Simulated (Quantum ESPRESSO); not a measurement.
# Ru(0001), 5 layers against a metal electrode, stepped through the charge of the slab, part 3 of 4

What law, if any, do the results for Ru(0001), 5 layers against a metal electrode follow against the charge of the slab?

Quantum ESPRESSO 7.5; plane-wave DFT, PBE, GBRV ultrasoft pseudopotentials.

So far. Step 2 (Variable-cell relaxation of the reference):  The last row is no step: it is a fresh SCF in the final cell with a new plane-wave basis, -0 meV from the row before. Step 3 (Relaxation with pw.x of the reference): The relaxation lowers the energy by 12 meV an atom. On the free atoms the largest force ends at 0.023 eV/Å.

### Step 4. SCF with pw.x, 0 ×10¹³ e/cm²

A run under open boundaries on these atoms gives the vacuum levels.

m2.esm.in reads:

```
&control
  prefix = 'm2.esm'
  outdir = './out'
  pseudo_dir = './pseudo'
  calculation = 'scf'
  tprnfor = .true.
/
&system
  ibrav = 0
  nat = 5
  ntyp = 1
  ecutwfc = 40
  ecutrho = 200
  occupations = 'smearing'
  smearing = 'mv'
  degauss = 0.02
  assume_isolated = 'esm'
  esm_bc = 'bc3'
  tot_charge = 0.0
/
&electrons
  conv_thr = 1e-08
  mixing_beta = 0.25
  electron_maxstep = 160
  mixing_mode = 'local-TF'
  mixing_ndim = 12
/
ATOMIC_SPECIES
  Ru  101.0700  ru_pbe_v1.2.uspp.F.UPF
CELL_PARAMETERS angstrom
  2.72024410200000 0.00000000000000 0.00000000000000
  1.36012205100000 2.35580049682679 0.00000000000000
  0.00000000000000 0.00000000000000 23.62295310377553
ATOMIC_POSITIONS crystal
  Ru  0.000000000000 0.000000000000 -0.115699874508
  Ru  0.666666666700 0.666666666700 -0.028253592408
  Ru  0.000000000000 0.000000000000 0.063497564992
  Ru  0.666666666700 0.666666666700 0.155248722392
  Ru  0.000000000000 0.000000000000 0.242695004492
K_POINTS automatic
  12 12 1 0 0 0
```

Run with:

```
$ OMP_NUM_THREADS=1 mpirun -n 4 pw.x -nk 4 -in m2.esm.in > m2.esm.out
```

The program printed:

```text
[banner, memory and clock lines left out]
Program PWSCF v.7.5 starts
[citation notice left out]

[...]
Message from routine setup:
[...]
bravais-lattice index     =            0
     lattice parameter (alat)  =       5.1405  a.u.
     unit-cell volume          =    1021.5913 (a.u.)^3
     number of atoms/cell      =            5
     number of atomic types    =            1
     number of electrons       =        80.00
     number of Kohn-Sham states=           48
     kinetic-energy cutoff     =      40.0000  Ry
     charge density cutoff     =     200.0000  Ry
     scf convergence threshold =      1.0E-08
     mixing beta               =       0.2500
     number of iterations used =           12  local-TF  mixing
     Exchange-correlation= SLA  PW   PBE  PBE
                           (   1   4   3   4   0   0   0)

     Effective Screening Medium Method
     Boundary Conditions: Vacuum-Slab-Metal
     total charge in unit cell        =   0.0000
     grid points for fit at edges     =        4

[...]
PseudoPot. # 1 for Ru read from file:
     ./pseudo/ru_pbe_v1.2.uspp.F.UPF
     Pseudo is Ultrasoft + core correction, Zval = 16.0
     Generated by new atomic code, or converted to UPF format
     Using radial grid of  967 points,  6 beta functions with:
                l(1) =   0
                l(2) =   0
                l(3) =   1
                l(4) =   1
                l(5) =   2
                l(6) =   2
     Q(r) pseudized with  8 coefficients,  rinner =    1.300   1.300   1.300
                                                       1.300   1.300

     atomic species   valence    mass     pseudopotential
     Ru               16.00   101.07000     Ru( 1.00)

      6 Sym. Ops. (no inversion) found

[...]
number of k points=    19  Marzari-Vanderbilt smearing, width (Ry)=  0.0200
[...]
Dense  grid:    48843 G-vectors     FFT dimensions: (  24,  24, 216)

     Smooth grid:    35045 G-vectors     FFT dimensions: (  24,  24, 180)

     Initial potential from superposition of free atoms

     starting charge      74.9999, renormalised to      80.0000

     negative rho (up, down):  4.064E-01 0.000E+00
     Starting wfcs are   65 randomized atomic wfcs

     per-process dynamical memory:    59.8 Mb

     Self-consistent Calculation

     iteration #  1     ecut=    40.00 Ry     beta= 0.25
     Davidson diagonalization with overlap
     ethr =  1.00E-02,  avg # of iterations =  2.2

     negative rho (up, down):  4.031E-01 0.000E+00

     total energy              =    -972.20482671 Ry
     estimated scf accuracy    <       5.78763849 Ry

     iteration #  2     ecut=    40.00 Ry     beta= 0.25
[...]
negative rho (up, down):  4.124E-01 0.000E+00

[...]
total energy              =    -971.35778102 Ry
     estimated scf accuracy    <       4.73538810 Ry

     iteration #  3     ecut=    40.00 Ry     beta= 0.25
[...]
negative rho (up, down):  4.575E-01 0.000E+00

[...]
total energy              =    -970.67972552 Ry
     estimated scf accuracy    <       3.13431678 Ry

     iteration #  4     ecut=    40.00 Ry     beta= 0.25
[...]
negative rho (up, down):  4.652E-01 0.000E+00

[...]
total energy              =    -970.58098802 Ry
     estimated scf accuracy    <       1.32483398 Ry

     iteration #  5     ecut=    40.00 Ry     beta= 0.25
[...]
negative rho (up, down):  4.578E-01 0.000E+00

[...]
total energy              =    -970.97141569 Ry
     estimated scf accuracy    <       0.17346192 Ry

     iteration #  6     ecut=    40.00 Ry     beta= 0.25
[...]
negative rho (up, down):  4.645E-01 0.000E+00

[...]
total energy              =    -971.15332786 Ry
     estimated scf accuracy    <       0.22887646 Ry

[...]
iteration # 55     ecut=    40.00 Ry     beta= 0.25
[...]
negative rho (up, down):  3.950E-01 0.000E+00

[...]
total energy              =    -971.13887226 Ry
     estimated scf accuracy    <       0.00000037 Ry

     iteration # 56     ecut=    40.00 Ry     beta= 0.25
[...]
negative rho (up, down):  3.950E-01 0.000E+00

[...]
total energy              =    -971.13884954 Ry
     estimated scf accuracy    <       0.00000055 Ry

     iteration # 57     ecut=    40.00 Ry     beta= 0.25
[...]
negative rho (up, down):  3.950E-01 0.000E+00

[...]
total energy              =    -971.13891312 Ry
     estimated scf accuracy    <       0.00000030 Ry

     iteration # 58     ecut=    40.00 Ry     beta= 0.25
[...]
negative rho (up, down):  3.950E-01 0.000E+00

[...]
End of self-consistent calculation

          k = 0.0000 0.0000 0.0000 (  4349 PWs)   bands (ev):

   -78.2450 -78.2246 -78.0324 -77.7676 -77.7672 -48.6109 -48.4174 -47.9424
   -47.8182 -47.8182 -47.8024 -47.8024 -47.6225 -47.6225 -47.6195 -47.5349
   -47.3460 -47.3460 -47.3459 -47.3459 -12.6275 -11.7314 -11.0814 -10.7439
   -10.6942  -7.8257  -7.8257  -7.7958  -7.7958  -7.6661  -7.5051  -7.4990
    -7.4990  -7.2100  -7.2100  -7.1702  -6.9310  -6.9310  -6.2748  -5.9876
    -5.9876  -5.2665  -5.2665  -4.5687  -4.4174  -4.4174  -3.9017  -3.8950

          k = 0.0000 0.0962 0.0000 (  4317 PWs)   bands (ev):

   -78.2369 -78.2175 -78.0269 -77.7616 -77.7613 -48.5921 -48.4091 -47.9791
   -47.8711 -47.8319 -47.8145 -47.8098 -47.6895 -47.6322 -47.5947 -47.5456
   -47.3901 -47.3868 -47.3565 -47.3563 -12.3829 -11.4974 -10.8814 -10.5243
   -10.4577  -8.0913  -8.0341  -8.0156  -7.6558  -7.6349  -7.6324  -7.4561
    -7.4213  -7.3267  -7.1065  -7.1006  -6.9384  -6.7519  -6.3856  -6.0805
    -6.0448  -5.5086  -5.3183  -5.0615  -4.9502  -4.4515  -4.0853  -3.8730

[...]
the Fermi energy is    -4.9707 ev

!    total energy              =    -971.13889548 Ry
     estimated scf accuracy    <          6.8E-09 Ry
     smearing contrib. (-TS)   =      -0.00197625 Ry
     internal energy E=F+TS    =    -971.13691923 Ry

     The total energy is F=E-TS. E is the sum of the following terms:
     one-electron contribution = -113889.06472101 Ry
     hartree contribution      =   56919.78469372 Ry
     xc contribution           =    -129.48477995 Ry
     ewald contribution        =   56127.62788802 Ry

     convergence has been achieved in  58 iterations

     negative rho (up, down):  3.950E-01 0.000E+00

     Forces acting on atoms (cartesian axes, Ry/au):

     atom    1 type  1   force =     0.00000000    0.00000000    0.00038076
     atom    2 type  1   force =     0.00000000    0.00000000    0.00091181
     atom    3 type  1   force =     0.00000000    0.00000000    0.00008822
     atom    4 type  1   force =     0.00000000    0.00000000   -0.00082958
     atom    5 type  1   force =     0.00000000    0.00000000   -0.00039612

     Total force =     0.001353     Total SCF correction =     0.000968
     SCF correction compared to forces is large: reduce conv_thr to get better values

[...]
```

It took 3.6 min on 4 MPI ranks of Intel Xeon at 2.70GHz, shared host; peak memory 0.52 GiB; 14 min of CPU time.

Numbers from this step:

| Quantity | Value |
| --- | --- |
| Fermi energy | -4.971 eV |
| vacuum line at the lower end of the cell, over the Fermi level | 4.964 eV |
| slope of the potential above | 1.34e-4 eV/Å |
| vacuum line at the upper end of the cell, over the Fermi level | 4.971 eV |

Electrostatic potential energy of an electron; zero at the Fermi level. Table of potential energy, planar mean by z:

z (Å), potential energy, planar mean (eV) and a bar from the least value:
```
    -11.5        5.0 ##############################
    -11.0        5.0 ##############################
    -10.5        5.0 ##############################
    -10.0        5.0 ##############################
     -9.5        5.0 ##############################
     -9.0        5.0 ##############################
     -8.5        5.0 ##############################
     -8.0        5.0 ##############################
     -7.5        5.0 ##############################
     -7.0        5.0 ##############################
     -6.5        5.0 ##############################
     -6.0        4.9 ##############################
     -5.5        4.9 ##############################
     -5.0        4.8 ##############################
     -4.5        4.2 ##############################
     -4.0        2.3 #############################
     -3.5       -4.4 #########################
     -3.0      -34.9 #######
     -2.5      -37.6 ######
     -2.0       -6.1 ########################
     -1.5       -4.3 #########################
     -1.0      -29.9 ##########
     -0.5      -42.4 ###
      0.0       -8.0 #######################
      0.5       -2.0 ##########################
      1.0      -17.1 #################
      1.5      -47.9 
      2.0      -17.0 ##################
      2.5       -2.0 ##########################
      3.0       -8.4 ######################
      3.5      -43.0 ###
      4.0      -30.5 ##########
      4.5       -4.2 #########################
      5.0       -6.1 ########################
      5.5      -37.7 ######
      6.0      -35.5 #######
      6.5       -4.5 #########################
      7.0        2.4 #############################
      7.5        4.2 ##############################
      8.0        4.8 ##############################
      8.5        4.9 ##############################
      9.0        5.0 ##############################
      9.5        5.0 ##############################
     10.0        5.0 ##############################
     10.5        5.0 ##############################
     11.0        5.0 ##############################
     11.5        5.0 ##############################
```

Inside the slab this potential holds the local part of the pseudopotentials, which can be repulsive at the nuclei; only its value in the vacuum has a meaning of its own.

### Step 5. Self-consistent run, 1 ×10¹³ e/cm²

m3.esm.in is the input of step 4 with these lines changed:

```diff
@@ -1,3 +1,3 @@
 &control
-  prefix = 'm2.esm'
+  prefix = 'm3.esm'
   outdir = './out'
@@ -18,3 +18,3 @@
   esm_bc = 'bc3'
-  tot_charge = 0.0
+  tot_charge = 0.00631
 /
@@ -26,2 +26,3 @@
   mixing_ndim = 12
+  startingpot = 'file'
 /
```

Run with:

```
$ cp -r out/m2.esm.save out/m3.esm.save
$ OMP_NUM_THREADS=1 mpirun -n 4 pw.x -nk 4 -in m3.esm.in > m3.esm.out
```

The program printed:

```text
[banner, memory and clock lines left out]
Program PWSCF v.7.5 starts
[...]
Message from routine setup:
[...]
number of electrons       =        79.99
     number of Kohn-Sham states=           48
     kinetic-energy cutoff     =      40.0000  Ry
     charge density cutoff     =     200.0000  Ry
[...]
number of k points=    19  Marzari-Vanderbilt smearing, width (Ry)=  0.0200
[...]
Dense  grid:    48843 G-vectors     FFT dimensions: (  24,  24, 216)
[...]
The initial density is read from file :
[...]
negative rho (up, down):  3.950E-01 0.000E+00
     Starting wfcs are   65 randomized atomic wfcs
[...]
negative rho (up, down):  3.951E-01 0.000E+00
[...]
estimated scf accuracy    <       2.40644846 Ry
[...]
negative rho (up, down):  3.952E-01 0.000E+00
[...]
estimated scf accuracy    <       0.10288980 Ry
[...]
negative rho (up, down):  3.952E-01 0.000E+00
[...]
estimated scf accuracy    <       0.00401668 Ry
[...]
negative rho (up, down):  3.951E-01 0.000E+00
[...]
estimated scf accuracy    <       0.00304934 Ry
[...]
negative rho (up, down):  3.950E-01 0.000E+00
[...]
estimated scf accuracy    <       0.00106502 Ry
[...]
negative rho (up, down):  3.950E-01 0.000E+00
[...]
estimated scf accuracy    <       0.00249083 Ry
[...]
negative rho (up, down):  3.950E-01 0.000E+00
[...]
estimated scf accuracy    <       0.00154526 Ry
[...]
negative rho (up, down):  3.950E-01 0.000E+00
[...]
estimated scf accuracy    <       0.00057430 Ry
[...]
negative rho (up, down):  3.950E-01 0.000E+00
[...]
estimated scf accuracy    <       0.00099859 Ry
[...]
negative rho (up, down):  3.951E-01 0.000E+00
[...]
estimated scf accuracy    <       0.00085145 Ry
[...]
negative rho (up, down):  3.951E-01 0.000E+00
[...]
estimated scf accuracy    <       0.00042305 Ry
[...]
negative rho (up, down):  3.951E-01 0.000E+00
[...]
estimated scf accuracy    <       0.00011670 Ry
[...]
negative rho (up, down):  3.950E-01 0.000E+00
[...]
estimated scf accuracy    <       0.00008797 Ry
[...]
negative rho (up, down):  3.950E-01 0.000E+00
[...]
estimated scf accuracy    <       0.00005085 Ry
[...]
negative rho (up, down):  3.950E-01 0.000E+00
[...]
estimated scf accuracy    <       0.00010888 Ry
[...]
negative rho (up, down):  3.950E-01 0.000E+00
[...]
estimated scf accuracy    <       0.00011332 Ry
[...]
negative rho (up, down):  3.950E-01 0.000E+00
[...]
estimated scf accuracy    <       0.00003914 Ry
[...]
negative rho (up, down):  3.950E-01 0.000E+00
[...]
estimated scf accuracy    <       0.00000382 Ry
[...]
negative rho (up, down):  3.950E-01 0.000E+00
[...]
estimated scf accuracy    <       0.00001634 Ry
[...]
negative rho (up, down):  3.950E-01 0.000E+00
[...]
estimated scf accuracy    <       0.00000342 Ry
[...]
negative rho (up, down):  3.951E-01 0.000E+00
[...]
estimated scf accuracy    <       0.00000562 Ry
[...]
negative rho (up, down):  3.950E-01 0.000E+00
[...]
estimated scf accuracy    <       0.00000012 Ry
[...]
negative rho (up, down):  3.950E-01 0.000E+00
[...]
estimated scf accuracy    <       0.00000270 Ry
[...]
negative rho (up, down):  3.950E-01 0.000E+00
[...]
estimated scf accuracy    <       0.00000231 Ry
[...]
negative rho (up, down):  3.950E-01 0.000E+00
[...]
estimated scf accuracy    <       0.00000191 Ry
[...]
negative rho (up, down):  3.950E-01 0.000E+00
[...]
estimated scf accuracy    <       0.00000019 Ry
[...]
negative rho (up, down):  3.950E-01 0.000E+00
[...]
estimated scf accuracy    <       0.00000002 Ry
[...]
negative rho (up, down):  3.950E-01 0.000E+00
[...]
estimated scf accuracy    <       0.00000005 Ry
[...]
negative rho (up, down):  3.950E-01 0.000E+00
[...]
estimated scf accuracy    <       0.00000001 Ry
[...]
negative rho (up, down):  3.950E-01 0.000E+00
[...]
the Fermi energy is    -5.7303 ev
!    total energy              =    -971.13637128 Ry
     estimated scf accuracy    <          5.5E-10 Ry
     smearing contrib. (-TS)   =      -0.00197737 Ry
     internal energy E=F+TS    =    -971.13439391 Ry
[...]
one-electron contribution = -113884.62874758 Ry
     hartree contribution      =   56915.34905531 Ry
     xc contribution           =    -129.48258966 Ry
     ewald contribution        =   56127.62788802 Ry
     convergence has been achieved in  30 iterations
     negative rho (up, down):  3.950E-01 0.000E+00
[...]
Total force =     0.001352     Total SCF correction =     0.000184
[...]
```

The job ended after 2.2 min (4 MPI ranks; peak memory 0.52 GiB).

This step gave:

* Fermi energy: -5.730 eV
* vacuum line at the lower end of the cell, over the Fermi level: 4.974 eV
* slope of the potential above: 0.1797 eV/Å
* vacuum line at the upper end of the cell, over the Fermi level: 5.731 eV

Inside the slab this potential holds the local part of the pseudopotentials, which can be repulsive at the nuclei; only its value in the vacuum has a meaning of its own.

### Step 6. SCF with pw.x, -1.5 ×10¹³ e/cm²

m1.esm.in is the input of step 5 with these lines changed:

```diff
@@ -1,3 +1,3 @@
 &control
-  prefix = 'm3.esm'
+  prefix = 'm1.esm'
   outdir = './out'
@@ -18,3 +18,3 @@
   esm_bc = 'bc3'
-  tot_charge = 0.00631
+  tot_charge = -0.00947
 /
```

Run with:

```
$ cp -r out/m2.esm.save out/m1.esm.save
$ OMP_NUM_THREADS=1 mpirun -n 4 pw.x -nk 4 -in m1.esm.in > m1.esm.out
```

The program printed:

```text
[banner, memory and clock lines left out]
Program PWSCF v.7.5 starts
[...]
Message from routine setup:
[...]
number of electrons       =        80.01
     number of Kohn-Sham states=           48
     kinetic-energy cutoff     =      40.0000  Ry
     charge density cutoff     =     200.0000  Ry
[...]
number of k points=    19  Marzari-Vanderbilt smearing, width (Ry)=  0.0200
[...]
Dense  grid:    48843 G-vectors     FFT dimensions: (  24,  24, 216)
[...]
The initial density is read from file :
[...]
negative rho (up, down):  3.951E-01 0.000E+00
     Starting wfcs are   65 randomized atomic wfcs
[...]
negative rho (up, down):  3.956E-01 0.000E+00
[...]
estimated scf accuracy    <       5.00722377 Ry
[...]
negative rho (up, down):  3.963E-01 0.000E+00
[...]
estimated scf accuracy    <       0.24116070 Ry
[...]
negative rho (up, down):  3.970E-01 0.000E+00
[...]
estimated scf accuracy    <       0.01273775 Ry
[...]
negative rho (up, down):  3.985E-01 0.000E+00
[...]
estimated scf accuracy    <       0.00727602 Ry
[...]
negative rho (up, down):  3.979E-01 0.000E+00
[...]
estimated scf accuracy    <       0.00742742 Ry
[...]
negative rho (up, down):  3.967E-01 0.000E+00
[...]
estimated scf accuracy    <       0.00423204 Ry
[...]
negative rho (up, down):  3.966E-01 0.000E+00
[...]
estimated scf accuracy    <       0.00033245 Ry
[...]
negative rho (up, down):  3.966E-01 0.000E+00
[...]
estimated scf accuracy    <       0.00046606 Ry
[...]
negative rho (up, down):  3.965E-01 0.000E+00
[...]
estimated scf accuracy    <       0.00045667 Ry
[...]
negative rho (up, down):  3.963E-01 0.000E+00
[...]
estimated scf accuracy    <       0.00054444 Ry
[...]
negative rho (up, down):  3.963E-01 0.000E+00
[...]
estimated scf accuracy    <       0.00080339 Ry
[...]
negative rho (up, down):  3.962E-01 0.000E+00
[...]
estimated scf accuracy    <       0.00027615 Ry
[...]
negative rho (up, down):  3.958E-01 0.000E+00
[...]
estimated scf accuracy    <       0.00002889 Ry
[...]
negative rho (up, down):  3.958E-01 0.000E+00
[...]
estimated scf accuracy    <       0.00012945 Ry
[...]
negative rho (up, down):  3.956E-01 0.000E+00
[...]
estimated scf accuracy    <       0.00012350 Ry
[...]
negative rho (up, down):  3.952E-01 0.000E+00
[...]
estimated scf accuracy    <       0.00001514 Ry
[...]
negative rho (up, down):  3.951E-01 0.000E+00
[...]
estimated scf accuracy    <       0.00001086 Ry
[...]
negative rho (up, down):  3.951E-01 0.000E+00
[...]
estimated scf accuracy    <       0.00000715 Ry
[...]
negative rho (up, down):  3.951E-01 0.000E+00
[...]
estimated scf accuracy    <       0.00000389 Ry
[...]
negative rho (up, down):  3.951E-01 0.000E+00
[...]
estimated scf accuracy    <       0.00000461 Ry
[...]
negative rho (up, down):  3.951E-01 0.000E+00
[...]
estimated scf accuracy    <       0.00000021 Ry
[...]
negative rho (up, down):  3.951E-01 0.000E+00
[...]
estimated scf accuracy    <       0.00000009 Ry
[...]
negative rho (up, down):  3.951E-01 0.000E+00
[...]
estimated scf accuracy    <       0.00000012 Ry
[...]
negative rho (up, down):  3.951E-01 0.000E+00
[...]
estimated scf accuracy    <       0.00000025 Ry
[...]
negative rho (up, down):  3.951E-01 0.000E+00
[...]
estimated scf accuracy    <       0.00000017 Ry
[...]
negative rho (up, down):  3.951E-01 0.000E+00
[...]
estimated scf accuracy    <       0.00000016 Ry
[...]
negative rho (up, down):  3.951E-01 0.000E+00
[...]
estimated scf accuracy    <       0.00000007 Ry
[...]
negative rho (up, down):  3.950E-01 0.000E+00
[...]
estimated scf accuracy    <       0.00000006 Ry
[...]
negative rho (up, down):  3.950E-01 0.000E+00
[...]
estimated scf accuracy    <       0.00000002 Ry
[...]
negative rho (up, down):  3.950E-01 0.000E+00
[...]
estimated scf accuracy    <       0.00000002 Ry
[...]
negative rho (up, down):  3.950E-01 0.000E+00
[...]
the Fermi energy is    -3.8456 ev
!    total energy              =    -971.14207355 Ry
     estimated scf accuracy    <          7.5E-09 Ry
     smearing contrib. (-TS)   =      -0.00197087 Ry
     internal energy E=F+TS    =    -971.14010268 Ry
[...]
one-electron contribution = -113895.74197287 Ry
     hartree contribution      =   56926.46206396 Ry
     xc contribution           =    -129.48808178 Ry
     ewald contribution        =   56127.62788802 Ry
     convergence has been achieved in  31 iterations
     negative rho (up, down):  3.950E-01 0.000E+00
[...]
Total force =     0.001600     Total SCF correction =     0.001262
[...]
```

Elapsed: 1.9 min, on 4 MPI ranks; peak memory 0.53 GiB; 7.5 min of CPU time.

This step gave:

```
Fermi energy                                                   : -3.846 eV
vacuum line at the lower end of the cell, over the Fermi level : 4.979 eV
slope of the potential above                                   : -0.2693 eV/Å
vacuum line at the upper end of the cell, over the Fermi level : 3.844 eV
```

Inside the slab this potential holds the local part of the pseudopotentials, which can be repulsive at the nuclei; only its value in the vacuum has a meaning of its own.

(Continued in part 4 of 4.)

[Logs are printed without paths, hosts, clocks, repeated set-up lines and the standing remarks that a program may print on its own settings, such as how far it seeks lower states.]

[Hosts, paths, dates, database ids (printed as entryN), source tags and the programs' standing remarks are cut or masked in the printed files.]

[Maps of the electrostatic potential energy from Ansatz leave out the sawtooth potential of an applied field or a dipole correction, so their vacuum need not be flat; planar profiles and work functions include it.]
